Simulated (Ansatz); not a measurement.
## Lattice dynamics of PbC (model cell, started as zinc blende)

How does PbC (model cell, started as zinc blende) vibrate, and is this structure a minimum?

Program: Ansatz 0.2.0. Level of theory: DFT PBEsol, scalar-relativistic, plane waves, PAW. Results are calculated unless marked as measured.

The structure was built from a prototype and need not be the compound's stable phase.

## Step 1: Set-up

The structure is cubic, space group F-43m (No. 216). Conventional cell: a = 4.939 Å, b = 4.939 Å, c = 4.939 Å, α = 90.00°, β = 90.00°, γ = 90.00°. Nearest to Pb lie 4 C at 2.14 Å. Nearest to C lie 4 Pb at 2.14 Å. Farther neighbours are not listed.

Structure file:

```cif
data_structure
_symmetry_space_group_name_H-M 'F-43m'
_symmetry_Int_Tables_number 216
_cell_length_a 4.9387
_cell_length_b 4.9387
_cell_length_c 4.9387
_cell_angle_alpha 90.000
_cell_angle_beta 90.000
_cell_angle_gamma 90.000
_cell_volume 120.46
loop_
_atom_site_label
_atom_site_type_symbol
_atom_site_symmetry_multiplicity
_atom_site_Wyckoff_symbol
_atom_site_fract_x
_atom_site_fract_y
_atom_site_fract_z
_atom_site_occupancy
Pb1 Pb 4 a 0.00000 0.00000 0.00000 1
C1 C 4 d 0.25000 0.25000 0.75000 1
```

## Step 2: Coarse relaxation

The start is far from rest, so a relaxation with loose tolerances brings it close first.

File input.yaml:

```yaml
crystal:
  lattice:
    - [0.0, 2.46933, 2.46933]
    - [2.46933, 0.0, 2.46933]
    - [2.46933, 2.46933, 0.0]
  atoms:
    - { symbol: Pb, position: [0.0, 0.0, 0.0] }
    - { symbol: C, position: [0.25, 0.25, 0.25] }
kpoints:
  mp_grid: { grid: [8, 8, 8] }
hamiltonian:
  xc: pbesol
scf:
  occupations: { method: gaussian, width: 0.1 }
output:
  forces: true
  stress: true
  eigenvalues: true
relax:
  adjacent_minimum: "off"
  f_tol: 0.05
  max_steps: 80
  cell: { stress_tol: 0.5 }
```

Command:

```bash
ansatz run input.yaml --threads 4 --pin off --max-ram 7168MiB --backend cpu --events-out ev --progress --plain --runs-dir out
```

Numbers of over 12 decimals in the logs are rounded to 6 here.

The log of the run:

```text
The last accepted step is kept in <dir> (removed where the run ends without a failure and the disk answers)
Engine: ansatz 0.2.0, aarch64-unknown-linux-gnu
Pseudopotentials: kind: paw
Pseudopotential: Pb, paw, valence charge 14, recommended cutoff 420 eV (normal), Pb.paw.azcp
Pseudopotential: C, paw, valence charge 4, recommended cutoff 420 eV (normal), C.paw.azcp
Functional definition: PBEsol
  exchange = pbesol_x
[...]
--- Relaxed structure (4 steps of the walk, 4 accepted, 1 SCFs on fresh bases) ---
  F+E_penalty+E_count = -11998.70650625 eV   max|allowed force component| = 1.156e-16 eV/Å   (the final SCF, on the basis selected at the relaxed cell)
  cell:  # Å, volume = 36.4714 Å³
    - [0, 2.632131, 2.632131]
    - [2.632131, 0, 2.632131]
    - [2.632131, 2.632131, 0]
  atoms:
    - { symbol: Pb, position: [0, 0, 0] }
    - { symbol: C, position: [0.25, 0.25, 0.25] }
[key lines of the parts left out:]
SCF converged after 6 iterations
Free energy (F): -11998.706506 eV
Fermi energy:    10.591053 eV
P = ⅓ Tr σ = 0.4459 GPa (4.459 kbar)
```

The job ended after 2.3 s (4 threads of Arm Neoverse V2, shared host; peak memory 0.32 GiB; 7.5 s of CPU time).

Step by step:

```tsv
step	energy less that of the first step (eV)	largest force component (eV/Å)	pressure (GPa)	volume (Å³)
1	0.0000	0.0000	30.66	30.11
2	-0.4735	0.0000	5.58	34.74
3	-0.4988	0.0000	1.49	35.96
4	-0.5007	0.0000	0.01	36.47
5*	-0.5153	0.0000	0.45	36.47
```

Relaxation steps marked * repeat the geometry before them on a plane-wave basis chosen anew for their cell, so energy and pressure can jump there.

Forces are held to the 24 operations that the run works with; a distortion that breaks them can't arise in this run.

```tsv
conventional cell, symmetrised	before	after	change
a (Å)	4.939	5.264	+6.6 %
b (Å)	4.939	5.264	+6.6 %
c (Å)	4.939	5.264	+6.6 %
volume (Å³/atom)	15.06	18.24	+21.1 %
```

The relaxed structure:

```xyz
2
Lattice="0.0000 2.6321 2.6321 2.6321 0.0000 2.6321 2.6321 2.6321 0.0000" Properties=species:S:1:pos:R:3 pbc="T T T"
Pb    0.0000    0.0000    0.0000
C     1.3161    1.3161    1.3161
```

This step gave:

| Quantity | Value |
| --- | --- |
| pressure | 0.4459 GPa |
| volume per atom | 18.24 Å³ |
| gap on the k-mesh | 0 eV |

In this step the volume went from 15.06 to 18.24 Å³/atom.

## Step 3: Relaxation

The cell and atoms are relaxed, since residual forces and stress would shift the frequencies.

File input.yaml:

```yaml
crystal:
  lattice:
    - [0.0, 2.6321307256, 2.6321307256]
    - [2.6321307256, 0.0, 2.6321307256]
    - [2.6321307256, 2.6321307256, 0.0]
  atoms:
    - { symbol: Pb, position: [0.0, 0.0, 0.0] }
    - { symbol: C, position: [0.25, 0.25, 0.25] }
kpoints:
  mp_grid: { grid: [12, 12, 12] }
hamiltonian:
  xc: pbesol
scf:
  occupations: { method: gaussian, width: 0.1 }
output:
  forces: true
  stress: true
  eigenvalues: true
  write_density: true
  write_potential: true
  elf: true
  volumetric_format: npy
relax:
  adjacent_minimum: "off"
  f_tol: 0.005
  max_steps: 80
  cell: { stress_tol: 0.05 }
```

The log of the run:

```text
[...]
Crystal: 2 atoms, lattice volume = 36.471 Å³
Basis set: ecut = 420 eV, 725 PW (Γ), exchange–correlation on 50×50×50 points (8 copies of the dense FFT grid, shifted against one another)
Bands: 13, of which v1, the nominal top of the filled ones, is band 9 counted from 1 (8 counted from 0)
Symmetry: 24 space group operations
[...]
k-points: 72 of 1728 (time reversal used)
[...]
SCF iter   1: F=—  HF=-11998.722433 eV  |F-HF|=—  |Δ(HF+E_count)|=         —  Δρ=8.96e-3  dr2=4.04e-2  ethr=1.77e-3  ⟨swp⟩=6.0  Hψ=5659  notcnv=0
[...]
SCF iter   6: F=-11998.711268 eV  HF=-11998.711268 eV  |F-HF|=8.82e-10  |Δ(HF+E_count)|=   1.82e-7  Δρ=3.25e-6  dr2=1.87e-9  ethr=5.56e-10  ⟨swp⟩=12.2  Hψ=7357  notcnv=0
SCF 1 converged in 6 iterations: F = -11998.711268 eV  dr2 = 1.87e-9
  Residual-converged pass: ⟨swp⟩=1.0  Hψ=1227  notcnv=0  max |occ|·‖R‖ = 6.9e-9 eV (tolerance 1.0e-8 eV)  dr2=1.87e-9  dr2_onsite=2.19e-10  max |Δocc| = 7.1e-11
[...]
relax step   1: F+E_penalty+E_count = -11998.71126784 eV  Δ(F+E_penalty+E_count) = +0.000e0 eV  max|allowed force component| = 3.053e-16 eV/Å  Δτ_max = 0.0000 Å  P = +0.493 GPa  Ω = 36.471 Å³  (6 SCF iters, dr2 threshold 1.00e-7 eV, accepted)
Crystal: 2 atoms, lattice volume = 36.701 Å³
[...]
SCF iter   6: F=-11998.711299 eV  HF=-11998.711299 eV  |F-HF|=7.28e-12  |Δ(HF+E_count)|=  8.00e-11  Δρ=1.46e-7  dr2=4.91e-12  ethr=1.30e-12  ⟨swp⟩=6.7  Hψ=5960  notcnv=0
SCF 2 converged in 6 iterations: F = -11998.711299 eV  dr2 = 4.91e-12
relax step   2: F+E_penalty+E_count = -11998.71129867 eV  Δ(F+E_penalty+E_count) = -3.083e-5 eV  max|allowed force component| = 8.789e-17 eV/Å  Δτ_max = 0.0000 Å  P = -0.124 GPa  Ω = 36.701 Å³  energy of the carried Pulay correction = -2.305e-4 eV  (6 SCF iters, dr2 threshold 2.00e-7 eV, accepted)
Crystal: 2 atoms, lattice volume = 36.654 Å³
[...]
SCF iter   6: F=-11998.711363 eV  HF=-11998.711363 eV  |F-HF|=3.64e-12  |Δ(HF+E_count)|=  7.28e-12  Δρ=3.57e-8  dr2=3.03e-13  ethr=1.00e-12  ⟨swp⟩=6.0  Hψ=5105  notcnv=0
SCF 3 converged in 6 iterations: F = -11998.711363 eV  dr2 = 3.03e-13
relax step   3: F+E_penalty+E_count = -11998.71136306 eV  Δ(F+E_penalty+E_count) = -6.439e-5 eV  max|allowed force component| = 7.864e-17 eV/Å  Δτ_max = 0.0000 Å  P = -0.001 GPa  Ω = 36.654 Å³  energy of the carried Pulay correction = -1.841e-4 eV  (6 SCF iters, accepted)
[...]
SCF iter   1: F=—  HF=-11998.711585 eV  |F-HF|=—  |Δ(HF+E_count)|=         —  Δρ=2.03e-5  dr2=3.14e-8  ethr=5.10e-7  ⟨swp⟩=2.8  Hψ=8098  notcnv=0
eigensolver tolerance schedule: the retry pair's looser diagonalisation over-reported the residual by 2925.06 of it (diagonalisation noise at 0.93 of the residual, at the tolerance the schedule requests for it); recorded, not acted on — ethr = c·dr2/N_el stays at c = 1.0e-1
[...]
SCF iter   2: F=—  HF=-11998.711583 eV  |F-HF|=—  |Δ(HF+E_count)|=   1.97e-6  Δρ=9.13e-6  dr2=5.33e-9  ethr=1.74e-10  ⟨swp⟩=3.7  Hψ=2215  notcnv=0
[...]
SCF iter   6: F=-11998.711583 eV  HF=-11998.711583 eV  |F-HF|=5.46e-12  |Δ(HF+E_count)|=  9.09e-12  Δρ=4.98e-9  dr2=7.54e-15  ethr=1.00e-12  ⟨swp⟩=5.9  Hψ=4901  notcnv=0
SCF 4 converged in 6 iterations: F = -11998.711583 eV  dr2 = 7.54e-15
relax step   4: F+E_penalty+E_count = -11998.71158341 eV  Δ(F+E_penalty+E_count) = -2.203e-4 eV  max|allowed force component| = 8.789e-17 eV/Å  Δτ_max = 0.0000 Å  P = +0.005 GPa  Ω = 36.654 Å³  stress off target by 4.76e-3 GPa  SCF on the basis re-selected at this cell (its energy is not comparable with the rows above)  (6 SCF iters)
[...]
SCF converged after 6 iterations
Free energy (F): -11998.711583 eV
[...]
Internal energy: -11998.711445 eV  (E = F + TS)
E sigma→0 (E₀):  -11998.711514 eV
Entropy (-TS):   -0.000138 eV (-0.069 meV/atom)
Fermi energy:    10.527932 eV
[...]
--- Stress (GPa, compression-positive) ---
        0.004758       0.000000       0.000000
        0.000000       0.004758       0.000000
        0.000000       0.000000       0.004758
  P = ⅓ Tr σ = 0.0048 GPa (0.048 kbar)
--- Band table (eV; the first three rows and the last of 72) ---
  k-point 0: bands = [... 5 lower, -3.5356, 9.2633, 10.4772, 10.4772, 10.4772, 15.9451, 15.9451, 15.9451]
  k-point 1: bands = [... 5 lower, -3.4228, 8.6331, 10.3724, 10.3724, 10.7935, 15.5565, 16.0746, 16.0746]
  k-point 2: bands = [... 5 lower, -3.0878, 7.3792, 10.1081, 10.1081, 11.1097, 15.1952, 16.3721, 16.3721]
  k-point 71: bands = [... 5 lower, 1.0883, 1.9840, 6.5073, 6.8561, 14.1307, 14.6448, 16.5012, 18.1797]
--- Relaxed structure (3 steps of the walk, 3 accepted, 1 SCFs on fresh bases) ---
[...]
cell:  # Å, volume = 36.6544 Å³
    - [0, 2.636525, 2.636525]
    - [2.636525, 0, 2.636525]
    - [2.636525, 2.636525, 0]
  atoms:
    - { symbol: Pb, position: [0, 0, 0] }
    - { symbol: C, position: [0.25, 0.25, 0.25] }
```

It took 4.6 s on 4 threads; peak memory 0.37 GiB.

Relaxation path:

```tsv
step	energy less that of the first step (eV)	largest force component (eV/Å)	pressure (GPa)	volume (Å³)
1	0.0000	0.0000	0.49	36.47
2	0.0000	0.0000	-0.12	36.70
3	-0.0001	0.0000	0.00	36.65
4*	-0.0003	0.0000	0.00	36.65
```

Relaxation steps marked * repeat the geometry before them on a plane-wave basis chosen anew for their cell, so energy and pressure can jump there.

Forces are held to the 24 operations that the run works with; a distortion that breaks them can't arise in this run.

```tsv
conventional cell, symmetrised	before	after	change
a (Å)	5.264	5.273	+0.2 %
b (Å)	5.264	5.273	+0.2 %
c (Å)	5.264	5.273	+0.2 %
volume (Å³/atom)	18.24	18.33	+0.5 %
```

Final coordinates:

```xyz
2
Lattice="0.0000 2.6365 2.6365 2.6365 0.0000 2.6365 2.6365 2.6365 0.0000" Properties=species:S:1:pos:R:3 pbc="T T T"
Pb    0.0000    0.0000    0.0000
C     1.3183    1.3183    1.3183
```

Numbers from this step:

```yaml
pressure: 0.004758 GPa
volume_per_atom: 18.33 Å³
```

Valence density in the ac plane of a cell with a along [110], b along [-110] and c along [001] of the cube at fractional y = 0.000, with atoms of Pb and C within 0.2 Å of it. It is the smooth field of the valence electrons, not physical close to the nuclei.

Ten steps, logarithmic in the rise over the least value, from '0' (0.02 × 1e0 e/Å³) to '9' (9.11 × 1e0 e/Å³), each cell a mean:
```
985333335899743333479
764445444677544554457
443466543444345665434
223466643222245665422
012455532100134554310
001234321000023443200
000122210000011221100
000011100000000110000
000000000000000000000
110000000111000000001
221000001222210000122
543100013455421001245
875210125788631111368
986321236899742112479
```
Columns run along a (7.5 Å), rows up along c (5.3 Å), edges of the conventional cell, whose origin can differ from the input's. Atoms in or near the plane, at fractional coordinates: Pb at (0.50, 0.00), Pb at (0.00, 0.00), C at (0.75, 0.75), C at (0.25, 0.75).

ELF in the ac plane of a cell with a along [110], b along [-110] and c along [001] of the cube at fractional y = 0.000, with atoms of Pb and C within 0.2 Å of it. It is the smooth field of the valence electrons, not physical close to the nuclei.

Ten even steps from '_' (0.01) to '@' (0.77), each cell a mean:
```
__..--==####**==--..____--==++####++==--__
----==##@@@@@@##==--------++@@@@@@@@++----
==--**@@%%++%%@@**--==--==%%@@****@@%%==--
::--##@@**::**@@##--::::++@@%%----%%%%++::
..::++%%%%##%%%%++::....--##@@%%%%@@##--..
__..--**%%@@%%**--..____::++##@@@@##++..__
____..--++++++--..________::==++++==::____
______....::....____________..::::..______
__________________________________________
....______________........____________....
----::..______..::--------::________::----
======--..__..--==========--::____::--====
..--++==::..::==++--..::====--....--====::
__..====------====..____::==--------==::__
```
Columns run along a (7.5 Å), rows up along c (5.3 Å), edges of the conventional cell, whose origin can differ from the input's. Atoms in or near the plane, at fractional coordinates: Pb at (0.50, 0.00), Pb at (0.00, 0.00), C at (0.75, 0.75), C at (0.25, 0.75).

Electrostatic potential energy in the ac plane of a cell with a along [110], b along [-110] and c along [001] of the cube at fractional y = 0.000, with atoms of Pb and C within 0.2 Å of it. With pseudopotentials it is smooth inside the atoms' cores, unlike the true potential.

Ten even steps from '0' (-33 eV) to '9' (14 eV), each cell a mean:
```
302799972032058998502
015875785100377667730
568710178656784004876
999600069999983003899
999831489999996226999
999988899999999889999
999999999999999999999
999999999999999999999
999999999999999999999
999999999999999999999
889999999888899999988
247999987423689999863
103899983010168998610
411799971143048998403
```
Columns run along a (7.5 Å; values clipped at the 3rd and 97th percentile), rows up along c (5.3 Å), edges of the conventional cell, whose origin can differ from the input's. Atoms in or near the plane, at fractional coordinates: Pb at (0.50, 0.00), Pb at (0.00, 0.00), C at (0.75, 0.75), C at (0.25, 0.75).

In this step the volume went from 18.24 to 18.33 Å³/atom.

## Step 4: Relaxing to small forces for the phonons

Phonons need a cell at rest on their own settings, so the relaxation is repeated with tight tolerances on forces and stress on the k mesh and occupations of the first response run.

File input.yaml:

```yaml
crystal:
  lattice:
    - [0.0, 2.6365247376, 2.6365247376]
    - [2.6365247376, 0.0, 2.6365247376]
    - [2.6365247376, 2.6365247376, 0.0]
  atoms:
    - { symbol: Pb, position: [0.0, 0.0, 0.0] }
    - { symbol: C, position: [0.25, 0.25, 0.25] }
kpoints:
  mp_grid: { grid: [12, 12, 12] }
hamiltonian:
  xc: pbesol
scf:
  occupations: { method: methfessel_paxton, width: 0.15 }
output:
  forces: true
  stress: true
  eigenvalues: true
relax:
  adjacent_minimum: "off"
  f_tol: 0.001
  max_steps: 60
  cell: { stress_tol: 0.01 }
```

The log of the run:

```text
[...]
Crystal: 2 atoms, lattice volume = 36.654 Å³
Basis set: ecut = 420 eV, 725 PW (Γ), exchange–correlation on 50×50×50 points (8 copies of the dense FFT grid, shifted against one another)
Bands: 13, of which v1, the nominal top of the filled ones, is band 9 counted from 1 (8 counted from 0)
Symmetry: 24 space group operations
[...]
k-points: 72 of 1728 (time reversal used)
[...]
k-point 71: bands = [... 5 lower, 1.0883, 1.9840, 6.5073, 6.8560, 14.1307, 14.6447, 16.5012, 18.1797]
--- Relaxed structure (1 steps of the walk, 1 accepted, 1 SCFs on fresh bases) ---
[...]
cell:  # Å, volume = 36.6544 Å³
    - [0.0, 2.6365247376, 2.6365247376]
    - [2.6365247376, 0.0, 2.6365247376]
    - [2.6365247376, 2.6365247376, 0.0]
  atoms:
    - { symbol: Pb, position: [0.0, 0.0, 0.0] }
    - { symbol: C, position: [0.25, 0.25, 0.25] }
[key lines of the parts left out:]
SCF converged after 7 iterations
Free energy (F): -11998.711403 eV
Fermi energy:    10.494367 eV
P = ⅓ Tr σ = 0.0037 GPa (0.037 kbar)
```

Elapsed: 2.4 s, on 4 threads; peak memory 0.36 GiB.

Little changed from the start: no atom moved by 0.005 Å and no cell edge by 0.1 %.

This step gave:

```yaml
pressure: 0.003671 GPa
```

The forces vanish by symmetry and the pressure is 0.004 GPa, within the tolerances set. The cell now holds 18.33 Å³/atom.

(Continued in part 2 of 2.)

[Logs are printed without paths, hosts, clocks, repeated set-up lines and the standing remarks that a program may print on its own settings, such as how far it seeks lower states.]

[Hosts, paths, dates, database ids (printed as entryN), source tags and the programs' standing remarks are cut or masked in the printed files.]
